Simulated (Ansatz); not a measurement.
# Work function of V(110): what the settings cost and change, part 2 of 2

How far do functional and pseudopotentials move the work function of V(110), and at what cost?

Ansatz 0.2.0; plane-wave DFT, PBE, Ansatz PAW (the session's first sound run).

So far, work function, upper face (eV): step 2 (slab, setting PBE, Ansatz PAW (420 eV)) 4.78; step 5 (RPBE) 4.65; step 6 (r2SCAN) 4.89; step 7 (PBE JTH) 4.77; step 8 (PBE norm-conserving) 4.78.

### 9. Slab

This step: plane-wave DFT, LDA, norm-conserving (Ansatz 0.2.0).

Input file input.yaml:

```yaml
crystal:
  lattice:
    - [2.1354624792, -1.51, 0.0]
    - [2.1354624792, 1.51, 0.0]
    - [0.0, 0.0, 30.8127748751]
  atoms:
    - { symbol: V, position: [0.0, 0.0, 0.2920866438] }
    - { symbol: V, position: [0.5, 0.5, 0.3613910959] }
    - { symbol: V, position: [0.0, 0.0, 0.4306955479] }
    - { symbol: V, position: [0.5, 0.5, 0.5] }
    - { symbol: V, position: [0.0, 0.0, 0.5693044521] }
    - { symbol: V, position: [0.5, 0.5, 0.6386089041] }
    - { symbol: V, position: [0.0, 0.0, 0.7079133562] }
kpoints:
  mp_grid: { grid: [16, 16, 1] }
hamiltonian:
  xc: lda
  pseudopotentials: { kind: nc }
scf:
  occupations: { method: fermi_dirac, width: 0.1 }
  convergence: { dr2_threshold: 1.0e-09 }
efield:
  axis: 3
  dipole_correction: true
  ramp_position: 0.97
  ramp_width: 0.06
output:
  write_potential: true
  write_density: true
  volumetric_format: npy
```

The run is started by

```console
ansatz run input.yaml --threads 2 --pin off --max-ram 3072MiB --backend cpu --events-out ev --progress --plain --runs-dir out
```

Standard output:

```text
[...]
Crystal: 7 atoms, lattice volume = 198.715 Å³
Basis set: ecut = 1142.878222 eV, 17443 PW (Γ)
Bands: 55, of which v1, the nominal top of the filled ones, is band 46 counted from 1 (45 counted from 0)
Symmetry: 4 space group operations
k-points: 73 of 256
[...]
k-point 0: bands = [... 42 lower, 5.3739, 5.3758, 5.4764, 5.5592, 5.5940, 5.6415, 5.7717, 6.0677, ... 5 higher]
  k-point 1: bands = [... 42 lower, 5.2989, 5.3622, 5.3861, 5.4897, 5.5697, 5.6710, 5.7937, 5.8915, ... 5 higher]
  k-point 2: bands = [... 42 lower, 5.1161, 5.1723, 5.2774, 5.4515, 5.4548, 5.5072, 5.7963, 5.8467, ... 5 higher]
  k-point 72: bands = [... 42 lower, 5.2524, 5.6448, 6.0447, 6.7500, 6.7877, 6.8738, 6.9576, 7.0708, ... 5 higher]
[key lines of the parts left out:]
SCF converged after 14 iterations
Free energy (F): -14047.514190 eV
Fermi energy:    5.302860 eV
Dipole field:    D = -0.000000 V/Å  (p = -0.000000 e·Å, saw-weighted, corrected)
Work function:   Φ+ = 4.9952 eV   Φ− = 4.9952 eV
```

Run time: 14 min. Hardware: 2 threads of Arm Neoverse N1, shared host; peak memory 1.9 GiB.

The work function is 4.995 eV, +0.220 eV from the run “PBE, Ansatz PAW (420 eV)”, at 5.9 times its CPU time.

### 10. Run, setting PBE, all layers relaxed

This step: plane-wave DFT, PBE, Ansatz PAW (Ansatz 0.2.0).

Changes to input.yaml since step 9:

```diff
@@ -16,4 +16,3 @@
 hamiltonian:
-  xc: lda
-  pseudopotentials: { kind: nc }
+  xc: pbe
 scf:
@@ -26,2 +25,5 @@
   ramp_width: 0.06
+relax:
+  f_tol: 0.01
+  max_steps: 40
 output:
```

Standard output:

```text
[...]
Crystal: 7 atoms, lattice volume = 198.715 Å³
Basis set: ecut = 420 eV, 3845 PW (Γ), exchange–correlation on 36×36×432 points (8 copies of the dense FFT grid, shifted against one another)
Bands: 55, of which v1, the nominal top of the filled ones, is band 46 counted from 1 (45 counted from 0)
Symmetry: 4 space group operations
k-points: 73 of 256
[...]
F+E_penalty+E_count = -20385.12626073 eV   max|allowed force component| = 1.183e-3 eV/Å
  atoms:
    - { symbol: V, position: [0.0, 0.0, 0.299682] }
    - { symbol: V, position: [0.5, 0.5, 0.363630] }
    - { symbol: V, position: [0.0, 0.0, 0.432288] }
    - { symbol: V, position: [0.5, 0.5, 0.500000] }
    - { symbol: V, position: [0.0, 0.0, 0.567712] }
    - { symbol: V, position: [0.5, 0.5, 0.636370] }
    - { symbol: V, position: [0.0, 0.0, 0.700318] }
[key lines of the parts left out:]
SCF converged after 9 iterations
Free energy (F): -20385.126261 eV
Fermi energy:    5.534406 eV
Dipole field:    D = 0.000001 V/Å  (p = 0.000001 e·Å, saw-weighted, corrected)
Work function:   Φ+ = 4.6847 eV   Φ− = 4.6847 eV
```

Wall time 6.8 min (2 threads); peak memory 0.8 GiB.

The relaxation took 4 steps and lowered the energy by 0.11 eV; the largest force on the free atoms ends at 0.0012 eV/Å.

The work function is 4.685 eV, -0.090 eV from the run “PBE, Ansatz PAW (420 eV)”, at 2.8 times its CPU time.

### 11. Comparing the runs

Times are for 2 threads of Arm Neoverse N1, shared host. The series side by side:

```
no.                         setting  work function, upper face (eV)     time  memory (GiB)
  1        PBE, Ansatz PAW (420 eV)                           4.775  2.8 min          0.98
  2        LDA, Ansatz PAW (420 eV)                           4.994  2.5 min          0.97
  3     PBEsol, Ansatz PAW (420 eV)                           4.865  2.3 min          0.98
  4       RPBE, Ansatz PAW (420 eV)                           4.653  2.5 min          0.98
  5     r2SCAN, Ansatz PAW (500 eV)                           4.891  4.5 min           1.4
  6          PBE, JTH PAW (1410 eV)                           4.769   26 min           2.8
  7  PBE, norm-conserving (1143 eV)                           4.778   12 min           2.0
  8  LDA, norm-conserving (1143 eV)                           4.995   14 min           1.9
  9         PBE, all layers relaxed                           4.685  6.8 min           0.8
```

### 12. The same run with other settings

An input spoilt on purpose, to show how the run answers: it repeats the earlier run “PBE, Ansatz PAW (420 eV)” with efield.amplitude to 3.0, and scf.max_iter set to 75; its output block differs too.

Changes to input.yaml since step 10:

```diff
@@ -20,2 +20,3 @@
   convergence: { dr2_threshold: 1.0e-09 }
+  max_iter: 75
 efield:
@@ -25,5 +26,3 @@
   ramp_width: 0.06
-relax:
-  f_tol: 0.01
-  max_steps: 40
+  amplitude: 3.0
 output:
```

Standard output:

```text
[...]
Crystal: 7 atoms, lattice volume = 198.715 Å³
Basis set: ecut = 420 eV, 3845 PW (Γ)
Bands: 55, of which v1, the nominal top of the filled ones, is band 46 counted from 1 (45 counted from 0)
Symmetry: 4 space group operations
k-points: 73 of 256
[...]
SCF iter   1: F=—  HF=-20398.485024 eV  |F-HF|=—  |Δ(HF+E_count)|=         —  Δρ=1.17e-1  dr2=5.65e2  ethr=3.10e-3  p=1.902 e·Å  D=1.73e0 V/Å  ΔV_dip=-53.37 eV  dr2_dipole=1.10e2  V_vac-E_F(+/−)=26.56/7.20 eV  ⟨swp⟩=11.3  Hψ=23753  notcnv=0
[...]
SCF iter  22: F=-20387.737181 eV  HF=-20387.737181 eV  |F-HF|=9.46e-11  |Δ(HF+E_count)|=   5.64e-9  Δρ=2.11e-7  dr2=2.52e-10  ethr=1.10e-12  p=1.823 e·Å  D=1.66e0 V/Å  ΔV_dip=-51.14 eV  dr2_dipole=8.19e-11  V_vac-E_F(+/−)=21.47/0.57 eV  ⟨swp⟩=28.0  Hψ=28806  notcnv=0
WARN: efield: at this solve's end the planar-averaged density reaches 2.67e-3 e/Å³ inside the ramp window [0.9375, 0.1713] (bound 1e-5 e/Å³); the window's nearer edge stands 3.72 Å from this solve's nearest atom along the axis. Its free energy, forces, stress, dipole, levels and responses can be off, and this figure does not tell by how much. The cell may have no vacuum along `efield.axis`. A short vacuum, a low `basis.ecutwfc` or `basis.ecutrho_ratio` and negative occupations (`scf.occupations.method`) can put density there. See the manual's quickstart, § The vacuum guard
SCF 1 converged in 22 iterations: F = -20387.737181 eV  dr2 = 2.52e-10
[...]
SCF converged after 22 iterations
Free energy (F): -20387.737181 eV
[...]
Internal energy: -20387.318605 eV  (E = F + TS)
E sigma→0 (E₀):  -20387.527893 eV
Entropy (-TS):   -0.418576 eV (-59.797 meV/atom)
Fermi energy:    5.091858 eV
Dipole field:    D = 1.659654 V/Å  (p = 1.822576 e·Å, saw-weighted, corrected)
Work function:   not extracted (applied field tilts the vacuum); planar V_es + V_field profile in the machine report
[...]
Vacuum region:   at the solve's end the planar-averaged density reaches 2.67e-3 e/Å³ inside the ramp window [0.9375, 0.1713] (bound 1e-5 e/Å³)
[...]
--- Band table (eV; the first three rows and the last of 73) ---
  k-point 0: bands = [... 42 lower, 5.1676, 5.1789, 5.2699, 5.3464, 5.3998, 5.4485, 5.5753, 5.8463, ... 5 higher]
  k-point 1: bands = [... 42 lower, 5.0862, 5.1638, 5.1831, 5.2897, 5.3764, 5.4775, 5.5752, 5.6876, ... 5 higher]
  k-point 2: bands = [... 42 lower, 4.8898, 4.9887, 5.0795, 5.2360, 5.2569, 5.2916, 5.5466, 5.6249, ... 5 higher]
  k-point 72: bands = [... 42 lower, 5.0449, 5.4202, 5.8327, 6.5553, 6.5886, 6.6690, 6.7380, 6.8860, ... 5 higher]
```

Wall time 5.7 min (2 threads); peak memory 0.96 GiB.

In so strong a field the program warns of density in the ramp of the sawtooth; these numbers are not the system's.

### 13. Results

| Property | Result |
| --- | --- |
| work function, PBE, Ansatz PAW (420 eV) | 4.775 eV |
| work function, LDA, Ansatz PAW (420 eV) | 4.994 eV |
| work function, RPBE, Ansatz PAW (420 eV) | 4.653 eV |
| work function, r2SCAN, Ansatz PAW (500 eV) | 4.891 eV |
| work function, LDA, norm-conserving (1143 eV) | 4.995 eV |
| work function, PBE, all layers relaxed | 4.685 eV |

**Reading.** PBE on the default files gives 4.78 eV, and the settings tried spread the value from 4.65 to 5.00 eV. At one geometry LDA lies 0.22 eV above PBE. The choice of pseudopotentials moves the PBE value by 0.009 eV. Relaxing the layers changes it by -0.090 eV. The ladder's slabs use the tabulated experimental lattice constant (two decimals; a low-temperature value for the alkali metals). The main runs have no spin polarisation; a magnetic state could lie lower and would change these results.

[Long decimals in the printed logs are rounded to 6 places.]

[Logs are printed without paths, hosts, clocks, repeated set-up lines and the standing remarks that a program may print on its own settings, such as how far it seeks lower states.]

[Hosts, paths, dates, database ids (printed as entryN), source tags and the programs' standing remarks are cut or masked in the printed files.]

[Maps of the electrostatic potential energy from Ansatz leave out the sawtooth potential of an applied field or a dipole correction, so their vacuum need not be flat; planar profiles and work functions include it.]
